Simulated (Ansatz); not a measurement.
# Gap against strain: armchair BAs nanoribbon (N = 9, H edges)

How it was computed: Ansatz 0.2.0, plane waves with PAW datasets, PBE, Fermi-Dirac smearing of 0.05 eV, no spin-orbit coupling. The period is scaled from its relaxed value of 5.872 Å and the atoms relax, within the symmetry of the start, at each strain ε (in %); gaps, in eV, are read on a band path.

```tsv
period (Å)	energy (eV a cell)	place of the conduction minimum (Γ = 0, Z = 1)	ε	gap
5.638	+0.462	0.00	−4	0.8355
5.872	0.000	0.00	0	0.9355
5.990	+0.109	0.00	2	0.991
6.107	+0.424	0.00	4	1.049
6.225	+0.930	0.00	6	1.109
```

One run is withheld: period (Å) = 5.755, with ε = −2. Fit a straight line gap = a + b × ε to the 5 rows shown and predict it.

**Fit.** The means are 1.6 for ε and 0.984 for gap. The sum of products of deviations is 1.618 and the sum of squares in ε is 59.2, so b = 1.618 / 59.2 = 0.02734 and a = 0.984 − (0.02734) × 1.6 = 0.9403. The residuals' standard deviation, with 3 degrees of freedom, is σ = 0.0053.

**Prediction.** gap = 0.9403 + (0.02734) × −2 = 0.8856. The run gave 0.8825, so the prediction less the run is +0.0031. The standard error of a prediction there, σ√(1 + 1/5 + (−2 − 1.6)²/59.2), is 0.0063, and the miss is 0.5 times that, for a point between the fitted rows. With so few rows σ is itself uncertain.

The gap widens at every step from compression to tension.

**Limits.** Kohn-Sham gaps of a wire among periodic images, which in a check on one flat ribbon (7 Å apart) lowered the gap by 0.2 eV and flattened the slope; the slope b × 100 is a mean deformation potential of the gap, in eV per unit strain. Between neighbouring runs it lies between 2.3 and 3.0 eV. The unstrained row comes from a denser mesh than the others, which shifts its energy a little. Series of this kind are told only where this holds: a gap at every strain (compound wires with polar facets were set aside first). 88 of 101 did.

[Logs are printed without paths, hosts, clocks, repeated set-up lines and the standing remarks that a program may print on its own settings, such as how far it seeks lower states.]
